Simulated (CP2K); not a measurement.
Two runs for the N K edge of 3-nitrosopyrrole. Run A: CP2K XAS_TDP, all-electron GAPW, PBEh(45%), aug-cc-pVDZ, TDA, no relativity. Run B differs in one setting.

First lines with a strength over 0.0015. A:

```
                    atom  energy (eV)  states  strength, one atom
  N2 (bonded to C and O)       394.52       1              0.0671
                               401.92       1              0.0018
                               402.00       1              0.0036
                               402.26       1              0.0042
                               402.60       1              0.0019
N6 (bonded to 2 C and H)       397.57       1              0.0300
                               399.52       1              0.0161
                               400.09       1              0.0071
                               401.78       1              0.0016
                               402.22       2              0.0042
```

B:

```
                    atom  energy (eV)  states  strength, one atom
  N2 (bonded to C and O)       395.08       1              0.0671
                               402.47       1              0.0017
                               402.55       1              0.0035
                               402.82       1              0.0041
                               403.15       1              0.0019
N6 (bonded to 2 C and H)       398.12       1              0.0300
                               400.08       1              0.0161
                               400.64       1              0.0071
                               402.33       1              0.0015
                               402.78       2              0.0042
```

**Question.** Which was it: scalar relativity switched on, the basis, GW2X switched on, the functional?

Scalar relativity switched on. Relativity shifts all lines of an element by nearly the same amount and keeps their strengths. Against PBEh(45%) in aug-cc-pVDZ, the leading lines move by +0.56 eV (N2, to 395.08) and +0.55 eV (N6, to 398.12).

[Banner, clock and machine lines of the logs are left out without a mark of their own.]

[Logs are printed without paths, hosts, clocks, repeated set-up lines and the standing remarks that a program may print on its own settings, such as how far it seeks lower states.]

[Hosts, paths, dates, database ids (printed as entryN), source tags and the programs' standing remarks are cut or masked in the printed files.]
